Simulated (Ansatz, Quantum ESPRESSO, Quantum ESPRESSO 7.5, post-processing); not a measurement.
## 1T-SnO2, layer by layer

Aim: screening, gap and ionisation potential of 1T-SnO2 against the number of layers.

Program: Quantum ESPRESSO 7.5. Level of theory: plane-wave DFT, LDA, GBRV ultrasoft pseudopotentials (geometry by Ansatz 0.2.0 with PAW datasets; geometry under PBE and PBE-D3(BJ)). Results are calculated unless marked as measured.

Report form: the programs' logs are mostly left out.

## Step 1: Starting point

The cell holds 3 atoms: 2 O and 1 Sn. Cell: a = 3.220 Å, b = 3.220 Å, c = 18.789 Å, α = 90.0°, β = 90.0°, γ = 120.0°. It derives from SnO2. Vacuum lies along c.

This sheet is a model structure: its symmetry is held, and its stability is not tested here.

## Step 2: Geometry from Ansatz, 1 layer

The geometry comes first, from a plane-wave PAW code, so that the later runs on this slab share one structure.

File input.yaml:

```yaml
crystal:
  lattice:
    - [3.22, 0.0, 0.0]
    - [-1.61, 2.7886018002, 0.0]
    - [0.0, 0.0, 18.788854382]
  atoms:
    - { symbol: O, position: [0.6666666667, 0.3333333333, 0.4523958634] }
    - { symbol: Sn, position: [0.0, 0.0, 0.5] }
    - { symbol: O, position: [0.3333333333, 0.6666666667, 0.5476041366] }
kpoints:
  mp_grid: { grid: [12, 12, 1] }
hamiltonian:
  xc: pbe
scf:
  occupations: { method: fermi_dirac, width: 0.05 }
  convergence: { dr2_threshold: 1.0e-08 }
efield:
  axis: 3
  dipole_correction: true
  ramp_position: 0.97
  ramp_width: 0.04
relax:
  f_tol: 0.01
  cell: { fix: [c, alpha, beta] }
output:
  write_potential: true
  write_density: true
  volumetric_format: npy
```

The run is started by

```
$ ansatz run input.yaml --threads 4 --pin off --max-ram 8192MiB --backend cpu --events-out ev --progress --plain --runs-dir out
```

The job ended after 5.8 s (4 threads of Arm Neoverse V2, shared host; peak memory 0.43 GiB; 22 s of CPU time).

Step by step:

```csv
step,energy less that of the first step (eV),largest force component (eV/Å),pressure (GPa),volume (Å³)
1,0.0000,1.7251,2.96,168.71
2,-0.1988,0.0294,0.52,166.44
3,-0.2030,0.0257,0.02,169.59
4,-0.2032,0.0024,0.00,169.48
5*,-0.2041,0.0024,0.01,169.48
```

Relaxation steps marked * repeat the geometry before them on a plane-wave basis chosen anew for their cell, so energy and pressure can jump there.

Forces are held to the 6 operations that the run works with; a distortion that breaks them can't arise in this run.

```
cell as run  before  after  change
      a (Å)   3.220  3.227  +0.2 %
      b (Å)   3.220  3.227  +0.2 %
```

The atoms that moved most (Å, along periodic axes as changes of fractional coordinates times the final cell, across vacuum about the mean position):

| atom | dx | dy | dz | length |
| --- | --- | --- | --- | --- |
| O1 | 0.000 | 0.000 | -0.117 | 0.117 |
| O3 | 0.000 | 0.000 | 0.117 | 0.117 |

Final coordinates:

```xyz
3
Lattice="3.2273 0.0000 0.0000 -1.6137 2.7950 0.0000 0.0000 0.0000 18.7889" Properties=species:S:1:pos:R:3
O     1.6137    0.9317    8.3828
Sn    0.0000    0.0000    9.3944
O     0.0000    1.8633   10.4060
```

This step gave:

- free energy: -7158.5214 eV
- Fermi energy: -3.259 eV
- gap by band count: 2.615 eV
- symmetry operations: 6
- dipole along the normal: 2.93e-5 e·Å
- vacuum level at the upper face over a Fermi level inside the gap: 6.921 eV
- vacuum level at the lower face over a Fermi level inside the gap: 6.921 eV

## Step 3: Self-consistent run, 1 layer: no field

The zero-field run is the reference. tefield and dipfield are on already, so that all runs share k-points and boundary.

Level of this step: plane-wave DFT, LDA, GBRV ultrasoft pseudopotentials (Quantum ESPRESSO 7.5).

File n1.f0.in:

```
&control
  prefix = 'n1.f0'
  outdir = './out'
  pseudo_dir = './pseudo'
  calculation = 'scf'
  tprnfor = .true.
  tefield = .true.
  dipfield = .true.
/
&system
  ibrav = 0
  nat = 3
  ntyp = 2
  ecutwfc = 40
  ecutrho = 200
  occupations = 'smearing'
  smearing = 'fd'
  degauss = 0.004
  edir = 3
  emaxpos = 0.97
  eopreg = 0.04
  eamp = 0.0
  nbnd = 17
/
&electrons
  conv_thr = 1e-09
  mixing_beta = 0.4
  electron_maxstep = 120
  mixing_mode = 'plain'
/
ATOMIC_SPECIES
  O   15.9990  o_lda_v1.2.uspp.F.UPF
  Sn  118.7100  sn_lda_v1.4.uspp.F.UPF
CELL_PARAMETERS angstrom
  3.22734294890711 0.00000000000000 -0.00000000000000
  -1.61367147445355 2.79496098047814 -0.00000000000000
  -0.00000000000000 -0.00000000000000 18.78885438200000
ATOMIC_POSITIONS crystal
  O   0.666666666667 0.333333333333 0.446160499621
  Sn  0.000000000000 0.000000000000 0.500000011533
  O   0.333333333333 0.666666666667 0.553839488846
K_POINTS automatic
  12 12 1 0 0 0
```

The run is started by

```
$ OMP_NUM_THREADS=1 mpirun -n 4 pw.x -nk 4 -in n1.f0.in > n1.f0.out
```

Wall time 26 s (4 MPI ranks); peak memory 0.53 GiB.

This step gave:

| Item | Value |
| --- | --- |
| free energy | -3040.8282 eV |
| Fermi energy | -3.536 eV |
| dipole along the normal | 0 e·Å |
| valence top, on the run's zero | -5.001 eV |
| conduction bottom, on the run's zero | -2.508 eV |
| gap by band count | 2.493 eV |

The run needed 13 iterations to bring the estimated error under 1e-09 Ry; the largest force on any atom, held or free, is 0.59 eV/Å.

## Step 4: Potential by pp.x, 1 layer

plot_num = 11 writes the bare and Hartree potential. It leaves out exchange and correlation, which fade slowly, so it flattens close to the surface.

File n1.f0.pot.in:

```
&inputpp
  prefix = 'n1.f0'
  outdir = './out'
  filplot = 'n1.f0.pot.dat'
  plot_num = 11
/
```

The run is started by

```
$ OMP_NUM_THREADS=1 mpirun -n 4 pp.x -in n1.f0.pot.in > n1.f0.pot.out
```

Run time: 0.82 s. Hardware: 4 MPI ranks; peak memory 0.09 GiB.

Numbers from this step:

| Property | Result |
| --- | --- |
| slope of the potential above | 1.98e-6 eV/Å |
| upper vacuum line continued to the top atoms, over the valence top | 8.669 eV |
| slope of the potential below | -2.90e-6 eV/Å |
| lower vacuum line continued to the bottom atoms, over the valence top | 8.669 eV |
| vacuum level at the upper face over the valence top of the mesh | 8.669 eV |
| vacuum level at the lower face over the valence top of the mesh | 8.669 eV |

Electrostatic potential energy of an electron, with the sawtooth; zero at the highest filled level of the SCF mesh. Table of potential energy, planar mean by z:

```
z (Å)  potential energy, planar mean (eV)
    0                                8.67
    1                                8.67
    2                                8.67
    3                                8.67
    4                                8.67
    5                                8.67
    6                                8.66
    7                                8.49
    8                                1.83
    9                               -11.8
   10                               -9.45
   11                                5.51
   12                                8.59
   13                                8.67
   14                                8.67
   15                                8.67
   16                                8.67
   17                                8.67
   18                                8.67
```

## Step 5: Self-consistent run, 1 layer: field 0.1 V/Å

eamp is the field in Hartree atomic units (1 a.u. = 51.42 V/Å). With dipfield on, it is the field in the vacuum beside an isolated sheet. The run starts from the density of the one before.

n1.f1.in is the input of step 3 with these lines changed:

```diff
@@ -1,3 +1,3 @@
 &control
-  prefix = 'n1.f0'
+  prefix = 'n1.f1'
   outdir = './out'
@@ -21,3 +21,3 @@
   eopreg = 0.04
-  eamp = 0.0
+  eamp = 0.00194469
   nbnd = 17
@@ -29,2 +29,3 @@
   mixing_mode = 'plain'
+  startingpot = 'file'
 /
```

The run is started by

```
$ cp -r out/n1.f0.save out/n1.f1.save
$ OMP_NUM_THREADS=1 mpirun -n 4 pw.x -nk 4 -in n1.f1.in > n1.f1.out
```

Elapsed: 20 s, on 4 MPI ranks; peak memory 0.44 GiB; 81 s of CPU time.

Read from the output:

| Item | Value |
| --- | --- |
| free energy | -3040.8289 eV |
| Fermi energy | -3.526 eV |
| dipole along the normal | 0.01493 e·Å |
| valence top, on the run's zero | -4.985 eV |
| conduction bottom, on the run's zero | -2.492 eV |

## Step 6: Electrostatic potential, 1 layer

File n1.f1.pot.in:

```
&inputpp
  prefix = 'n1.f1'
  outdir = './out'
  filplot = 'n1.f1.pot.dat'
  plot_num = 11
/
```

The run is started by

```
$ OMP_NUM_THREADS=1 mpirun -n 4 pp.x -in n1.f1.pot.in > n1.f1.pot.out
```

The job ended after 0.82 s (4 MPI ranks; peak memory 0.1 GiB; 2.9 s of CPU time).

Numbers from this step:

- slope of the potential above: 0.1000 eV/Å
- upper vacuum line continued to the top atoms, over the valence top: 8.621 eV
- slope of the potential below: 0.10000 eV/Å
- lower vacuum line continued to the bottom atoms, over the valence top: 8.718 eV

The slope in the vacuum is 0.100 eV/Å for an applied 0.10 V/Å, as it should be.

## Step 7: Band structure, 1 layer: no field

A bands run reads the converged density and follows the path given under K_POINTS.

n1.f0.bands.in is the input of step 5 with these lines changed:

```diff
@@ -1,7 +1,6 @@
 &control
-  prefix = 'n1.f1'
+  prefix = 'n1.f0.bands'
   outdir = './out'
   pseudo_dir = './pseudo'
-  calculation = 'scf'
-  tprnfor = .true.
+  calculation = 'bands'
   tefield = .true.
@@ -21,3 +20,3 @@
   eopreg = 0.04
-  eamp = 0.00194469
+  eamp = 0.0
   nbnd = 17
@@ -25,7 +24,6 @@
 &electrons
-  conv_thr = 1e-09
+  conv_thr = 1e-07
   mixing_beta = 0.4
   electron_maxstep = 120
-  mixing_mode = 'plain'
-  startingpot = 'file'
+  mixing_mode = 'local-TF'
 /
@@ -42,3 +40,7 @@
   O   0.333333333333 0.666666666667 0.553839488846
-K_POINTS automatic
-  12 12 1 0 0 0
+K_POINTS crystal_b
+4
+  0.0000000000 0.0000000000 0.0000000000 12
+  0.5000000000 0.0000000000 0.0000000000 12
+  0.3333333333 0.3333333333 0.0000000000 12
+  0.0000000000 0.0000000000 0.0000000000 1
```

The run is started by

```
$ cp -r out/n1.f0.save out/n1.f0.bands.save
$ cp out/n1.f0.xml out/n1.f0.bands.xml
$ OMP_NUM_THREADS=1 mpirun -n 4 pw.x -nk 4 -in n1.f0.bands.in > n1.f0.bands.out
```

Wall time 8.7 s (4 MPI ranks); peak memory 0.27 GiB.

Numbers from this step:

| Quantity | Value |
| --- | --- |
| dipole along the normal | 0 e·Å |
| valence top, on the run's zero | -5.001 eV |
| conduction bottom, on the run's zero | -2.508 eV |

Band numbers count within the set of bands kept for display. The electronic bands at the labelled points (eV, zero at the highest filled level of the SCF mesh; v1 is the highest filled band, c1 the lowest empty one):

```
  point     v4     v3     v2     v1    c1    c2
      Γ  -1.19  -0.73  -0.73  -0.58  2.49  5.58
halfway  -2.19  -1.28  -0.45  -0.16  4.43  6.92
      M  -2.92  -1.16  -0.39  -0.13  5.19  7.26
halfway  -3.31  -1.76  -0.37  -0.05  5.64  8.19
      K  -3.54  -2.60  -0.15  -0.15  6.04  9.59
halfway  -2.45  -1.20  -0.68  -0.09  4.83  7.56
      Γ  -1.19  -0.73  -0.73  -0.58  2.49  5.58
```

Along this path the valence top lies between K and Γ and the conduction bottom at Γ.

## Step 8: Polarisability from the dipole between 0 and 0.1 V/A, 1 layer

Read from the output:

* change of slope in the vacuum: 0.10000 eV/Å
* polarisability a cell: 2.150 Å³
* sheet polarisability 4πα/A: 2.995 Å

Table of change of the potential energy, second field less first by z:

| z (Å) | change of the potential energy, second field less first (eV) |
| --- | --- |
| 0 | -0.395 |
| 1 | -0.689 |
| 2 | -0.589 |
| 3 | -0.489 |
| 4 | -0.389 |
| 5 | -0.289 |
| 6 | -0.190 |
| 7 | -0.0944 |
| 8 | -0.0286 |
| 9 | -0.00533 |
| 10 | 0.00801 |
| 11 | 0.0381 |
| 12 | 0.114 |
| 13 | 0.212 |
| 14 | 0.311 |
| 15 | 0.411 |
| 16 | 0.511 |
| 17 | 0.611 |
| 18 | 0.711 |

## Step 9: Geometry from Ansatz, 2 layers

Level of this step: plane-wave DFT, PBE-D3(BJ), Ansatz PAW (Ansatz 0.2.0).

System of this step: 1T-SnO2, 2 layers, AA stacking. The cell holds 6 atoms: 4 O and 2 Sn. Cell: a = 3.220 Å, b = 3.220 Å, c = 23.878 Å, α = 90.0°, β = 90.0°, γ = 120.0°. It derives from SnO2. Vacuum lies along c.

input.yaml, the sections that differ from step 2:

```yaml
crystal:
  lattice:
    - [3.22, 0.0, 0.0]
    - [-1.61, 2.7886018002, 0.0]
    - [0.0, 0.0, 23.877708764]
  atoms:
    - { symbol: O, position: [0.6666666667, 0.3333333333, 0.3559805542] }
    - { symbol: Sn, position: [0.0, 0.0, 0.3934392233] }
    - { symbol: O, position: [0.3333333333, 0.6666666667, 0.4308978924] }
    - { symbol: O, position: [0.6666666667, 0.3333333333, 0.5691021076] }
    - { symbol: Sn, position: [0.0, 0.0, 0.6065607767] }
    - { symbol: O, position: [0.3333333333, 0.6666666667, 0.6440194458] }
hamiltonian:
  xc: pbe
  dispersion: d3bj
# kpoints, scf, efield, relax, output: as in step 2
```

The run is started by

```
$ ansatz run input.yaml --threads 4 --pin off --max-ram 8192MiB --backend cpu --events-out ev --progress --plain --runs-dir out
```

Wall time 14 s (4 threads); peak memory 0.54 GiB.

The steps of the relaxation:

| step | energy less that of the first step (eV) | largest force component (eV/Å) | pressure (GPa) | volume (Å³) |
| --- | --- | --- | --- | --- |
| 1 | 0.0000 | 1.7312 | 4.11 | 214.41 |
| 2 | -0.4056 | 0.0463 | 0.71 | 210.01 |
| 3 | -0.4264 | 0.0136 | -0.10 | 214.25 |
| 4 | -0.4272 | 0.0020 | -0.01 | 213.89 |
| 5* | -0.4263 | 0.0021 | -0.02 | 213.89 |

Relaxation steps marked * repeat the geometry before them on a plane-wave basis chosen anew for their cell, so energy and pressure can jump there.

```
cell as run  before  after  change
      a (Å)   3.220  3.216  -0.1 %
      b (Å)   3.220  3.216  -0.1 %
```

The atoms that moved most (Å, along periodic axes as changes of fractional coordinates times the final cell, across vacuum about the mean position):

```
atom     dx     dy      dz  length
  O3  0.000  0.000   0.346   0.346
  O4  0.000  0.000  -0.346   0.346
 Sn5  0.000  0.000  -0.228   0.228
 Sn2  0.000  0.000   0.228   0.228
  O1  0.000  0.000   0.108   0.108
  O6  0.000  0.000  -0.108   0.108
```

Final coordinates:

```cif
data_structure
_symmetry_space_group_name_H-M 'P 1'
_symmetry_Int_Tables_number 1
_cell_length_a 3.2161
_cell_length_b 3.2161
_cell_length_c 23.8777
_cell_angle_alpha 90.000
_cell_angle_beta 90.000
_cell_angle_gamma 120.000
_cell_volume 213.89
loop_
_atom_site_label
_atom_site_type_symbol
_atom_site_fract_x
_atom_site_fract_y
_atom_site_fract_z
_atom_site_occupancy
O1 O 0.66667 0.33333 0.36050 1
Sn2 Sn 0.00000 0.00000 0.40301 1
O3 O 0.33333 0.66667 0.44540 1
O4 O 0.66667 0.33333 0.55460 1
Sn5 Sn 0.00000 0.00000 0.59699 1
O6 O 0.33333 0.66667 0.63950 1
```

Numbers from this step:

```
free energy                                                      : -14317.9084 eV
Fermi energy                                                     : -1.209 eV
gap by band count                                                : 2.334 eV
dipole along the normal                                          : 3.45e-6 e·Å
vacuum level at the upper face over a Fermi level inside the gap : 7.016 eV
vacuum level at the lower face over a Fermi level inside the gap : 7.016 eV
```

## Step 10: SCF with pw.x, 2 layers: no field

Level of this step: plane-wave DFT, LDA, GBRV ultrasoft pseudopotentials (Quantum ESPRESSO 7.5).

File n2.f0.in:

```
&control
  prefix = 'n2.f0'
  outdir = './out'
  pseudo_dir = './pseudo'
  calculation = 'scf'
  tprnfor = .true.
  tefield = .true.
  dipfield = .true.
/
&system
  ibrav = 0
  nat = 6
  ntyp = 2
  ecutwfc = 40
  ecutrho = 200
  occupations = 'smearing'
  smearing = 'fd'
  degauss = 0.004
  edir = 3
  emaxpos = 0.97
  eopreg = 0.04
  eamp = 0.0
  nbnd = 30
/
&electrons
  conv_thr = 1e-09
  mixing_beta = 0.4
  electron_maxstep = 120
  mixing_mode = 'plain'
/
ATOMIC_SPECIES
  O   15.9990  o_lda_v1.2.uspp.F.UPF
  Sn  118.7100  sn_lda_v1.4.uspp.F.UPF
CELL_PARAMETERS angstrom
  3.21614537024490 -0.00000000000000 -0.00000000000000
  -1.60807268512245 2.78526359289579 0.00000000000000
  -0.00000000000000 0.00000000000000 23.87770876400000
ATOMIC_POSITIONS crystal
  O   0.666666666667 0.333333333333 0.360499753708
  Sn  0.000000000000 -0.000000000000 0.403008169099
  O   0.333333333333 0.666666666667 0.445403709341
  O   0.666666666667 0.333333333333 0.554596293838
  Sn  -0.000000000000 0.000000000000 0.596991821965
  O   0.333333333333 0.666666666667 0.639500252048
K_POINTS automatic
  12 12 1 0 0 0
```

The run is started by

```
$ OMP_NUM_THREADS=1 mpirun -n 4 pw.x -nk 4 -in n2.f0.in > n2.f0.out
```

The job ended after 65 s (4 MPI ranks; peak memory 0.66 GiB; 4.3 min of CPU time).

Read from the output:

* free energy: -6081.7568 eV
* Fermi energy: -1.621 eV
* dipole along the normal: 0 e·Å
* valence top, on the run's zero: -2.818 eV
* conduction bottom, on the run's zero: -0.6288 eV
* gap by band count: 2.189 eV

## Step 11: Electrostatic potential, 2 layers

File n2.f0.pot.in:

```
&inputpp
  prefix = 'n2.f0'
  outdir = './out'
  filplot = 'n2.f0.pot.dat'
  plot_num = 11
/
```

The run is started by

```
$ OMP_NUM_THREADS=1 mpirun -n 4 pp.x -in n2.f0.pot.in > n2.f0.pot.out
```

Elapsed: 0.86 s, on 4 MPI ranks; peak memory 0.1 GiB; 3.1 s of CPU time.

Read from the output:

```
slope of the potential above                                          : 4.26e-6 eV/Å
upper vacuum line continued to the top atoms, over the valence top    : 8.628 eV
slope of the potential below                                          : -3.77e-6 eV/Å
lower vacuum line continued to the bottom atoms, over the valence top : 8.628 eV
vacuum level at the upper face over the valence top of the mesh       : 8.628 eV
vacuum level at the lower face over the valence top of the mesh       : 8.628 eV
```

## Step 12: SCF with pw.x, 2 layers: field 0.1 V/Å

n2.f1.in is the input of step 10 with these lines changed:

```diff
@@ -1,3 +1,3 @@
 &control
-  prefix = 'n2.f0'
+  prefix = 'n2.f1'
   outdir = './out'
@@ -21,3 +21,3 @@
   eopreg = 0.04
-  eamp = 0.0
+  eamp = 0.00194469
   nbnd = 30
@@ -29,2 +29,3 @@
   mixing_mode = 'plain'
+  startingpot = 'file'
 /
```

The run is started by

```
$ cp -r out/n2.f0.save out/n2.f1.save
$ OMP_NUM_THREADS=1 mpirun -n 4 pw.x -nk 4 -in n2.f1.in > n2.f1.out
```

Run time: 61 s. Hardware: 4 MPI ranks; peak memory 0.67 GiB.

Read from the output:

- free energy: -6081.7583 eV
- Fermi energy: -1.591 eV
- dipole along the normal: 0.03008 e·Å
- valence top, on the run's zero: -2.782 eV
- conduction bottom, on the run's zero: -0.6193 eV
- gap by band count: 2.163 eV

## Step 13: Potential by pp.x, 2 layers

File n2.f1.pot.in:

```
&inputpp
  prefix = 'n2.f1'
  outdir = './out'
  filplot = 'n2.f1.pot.dat'
  plot_num = 11
/
```

The run is started by

```
$ OMP_NUM_THREADS=1 mpirun -n 4 pp.x -in n2.f1.pot.in > n2.f1.pot.out
```

The job ended after 0.87 s (4 MPI ranks; peak memory 0.11 GiB).

Read from the output:

| Item | Value |
| --- | --- |
| slope of the potential above | 0.1000 eV/Å |
| upper vacuum line continued to the top atoms, over the valence top | 8.640 eV |
| slope of the potential below | 0.10000 eV/Å |
| lower vacuum line continued to the bottom atoms, over the valence top | 8.581 eV |

The slope in the vacuum is 0.100 eV/Å for an applied 0.10 V/Å, as it should be.

## Step 14: Bands along a path, 2 layers: no field

n2.f0.bands.in is the input of step 12 with these lines changed:

```diff
@@ -1,7 +1,6 @@
 &control
-  prefix = 'n2.f1'
+  prefix = 'n2.f0.bands'
   outdir = './out'
   pseudo_dir = './pseudo'
-  calculation = 'scf'
-  tprnfor = .true.
+  calculation = 'bands'
   tefield = .true.
@@ -21,3 +20,3 @@
   eopreg = 0.04
-  eamp = 0.00194469
+  eamp = 0.0
   nbnd = 30
@@ -25,7 +24,6 @@
 &electrons
-  conv_thr = 1e-09
+  conv_thr = 1e-07
   mixing_beta = 0.4
   electron_maxstep = 120
-  mixing_mode = 'plain'
-  startingpot = 'file'
+  mixing_mode = 'local-TF'
 /
@@ -45,3 +43,7 @@
   O   0.333333333333 0.666666666667 0.639500252048
-K_POINTS automatic
-  12 12 1 0 0 0
+K_POINTS crystal_b
+4
+  0.0000000000 0.0000000000 0.0000000000 12
+  0.5000000000 0.0000000000 0.0000000000 12
+  0.3333333333 0.3333333333 0.0000000000 12
+  0.0000000000 0.0000000000 0.0000000000 1
```

The run is started by

```
$ cp -r out/n2.f0.save out/n2.f0.bands.save
$ cp out/n2.f0.xml out/n2.f0.bands.xml
$ OMP_NUM_THREADS=1 mpirun -n 4 pw.x -nk 4 -in n2.f0.bands.in > n2.f0.bands.out
```

The job ended after 22 s (4 MPI ranks; peak memory 0.35 GiB; 86 s of CPU time).

Numbers from this step:

- dipole along the normal: 0 e·Å
- valence top, on the run's zero: -2.818 eV
- conduction bottom, on the run's zero: -0.6288 eV
- gap by band count: 2.189 eV

Band numbers count within the set of bands kept for display. The electronic bands at the labelled points (eV, zero at the highest filled level of the SCF mesh; v1 is the highest filled band, c1 the lowest empty one):

```csv
point,v4,v3,v2,v1,c1,c2,c3,c4
Γ,-0.81,-0.77,-0.77,-0.33,2.19,2.92,5.52,5.67
halfway,-0.55,-0.48,-0.37,-0.05,4.34,4.52,6.78,7.14
M,-0.51,-0.41,-0.22,-0.20,5.16,5.22,7.06,7.30
halfway,-0.60,-0.35,-0.16,-0.07,5.64,5.66,7.96,8.25
K,-0.38,-0.38,-0.09,-0.09,6.03,6.07,9.17,9.92
halfway,-0.95,-0.65,-0.25,0.00,4.78,4.88,7.37,7.82
Γ,-0.81,-0.77,-0.77,-0.33,2.19,2.92,5.52,5.67
```

Along this path the valence top lies between K and Γ and the conduction bottom at Γ.

## Step 15: Polarisability from the dipole between 0 and 0.1 V/A, 2 layers

This step gave:

| Quantity | Value |
| --- | --- |
| polarisability a cell | 4.332 Å³ |
| sheet polarisability 4πα/A | 6.077 Å |

Change of the potential energy, second field less first against z:

```csv
z (Å),"change of the potential energy, second field less first (eV)"
0,-0.445
1,-0.790
2,-0.690
3,-0.590
4,-0.490
5,-0.390
6,-0.290
7,-0.193
8,-0.117
9,-0.0866
10,-0.0737
11,-0.0517
12,0.00413
13,0.0555
14,0.0747
15,0.0879
16,0.123
17,0.204
18,0.303
19,0.402
20,0.502
21,0.602
22,0.702
23,0.802
```

[end of part 1 of 2]

[Logs are printed without paths, hosts, clocks, repeated set-up lines and the standing remarks that a program may print on its own settings, such as how far it seeks lower states.]

[Hosts, paths, dates, database ids (printed as entryN), source tags and the programs' standing remarks are cut or masked in the printed files.]

[Maps of the electrostatic potential energy from Ansatz leave out the sawtooth potential of an applied field or a dipole correction, so their vacuum need not be flat; planar profiles and work functions include it.]
